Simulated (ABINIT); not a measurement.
Records of electronic-structure calculations.

```json
{"subject": "A GW chain in ABINIT: ScHO2 (R-3m)", "lattice_ang": [[1.6166, 0.9333, 4.5309], [-1.6166, 0.9333, 4.5309], [0.0, -1.8667, 4.5309]], "atoms": [["Sc", 0.0, 0.0, 0.0], ["H", 0.5, 0.5, 0.5], ["O", 0.5897, 0.5897, 0.5897], ["O", 0.4103, 0.4103, 0.4103]], "method": "RPA screening on PBEsol, plane waves, norm-conserving pseudopotentials (and 2 further levels or steps)", "program": "ABINIT 10.8.3", "settings": "cutoff 36 Ha, PseudoDojo scalar-relativistic 0.4.1 standard, norm-conserving, ngkpt (4, 4, 4), nband 61, ecuteps 4.8 Ha, inclvkb 2, shiftk (0, 0, 0), symchi 1, awtr 1, frequency ppm, 4×4×4 k-mesh", "cost": "5 runs, 79 s in all on 8 MPI ranks of Arm Neoverse V2, shared host", "notes": "The program’s warnings: nkpt*nsppol () is not a multiple of nproc spkpt (). The cell and positions are those that the Materials Project relaxed with its own functionals (PBE, PBE+U or r2SCAN), kept fixed.", "results": {"pbesol_gap": "3.96 eV, indirect", "g0w0_gap_on_the_mesh": "6.64 eV", "g0w0_gap_over_the_zone_rigid_shift": "6.52 eV", "gw_settings": "4×4×4 mesh, 61 bands, screening to 130.6 eV, Godby-Needs plasmon pole", "known_limits": "short of the basis limit"}}
```

[Long decimals in the printed logs are rounded to 6 places.]

[Logs are printed without paths, hosts, clocks, repeated set-up lines and the standing remarks that a program may print on its own settings, such as how far it seeks lower states.]

[Paths, hosts, dates, memory and timing lines, banners, echoed tables and standing remarks are left out of the program output; an Ansatz launch command may be rebuilt from the run's recorded settings. Measured values are a selection of at most five: reports struck by readers or far from the other reports are left out. None is set beside runs whose start may be inverted or whose files or cutoffs have a known fault.]

[Runs of the session that timed out or met a known fault of the program may be left out.]

[Hosts, paths, dates, database ids (printed as entryN), source tags and the programs' standing remarks are cut or masked in the printed files.]

[G0W0 gaps are taken among the corrected bands and points alone; a level outside them can change the order at an edge.]

[Where Ansatz stands beside ABINIT at settings called matched, ABINIT's density can come from a denser mesh and the files from another edition; pairs whose starting gaps differed by over 0.03 eV were left out, so agreement reads better than it is.]
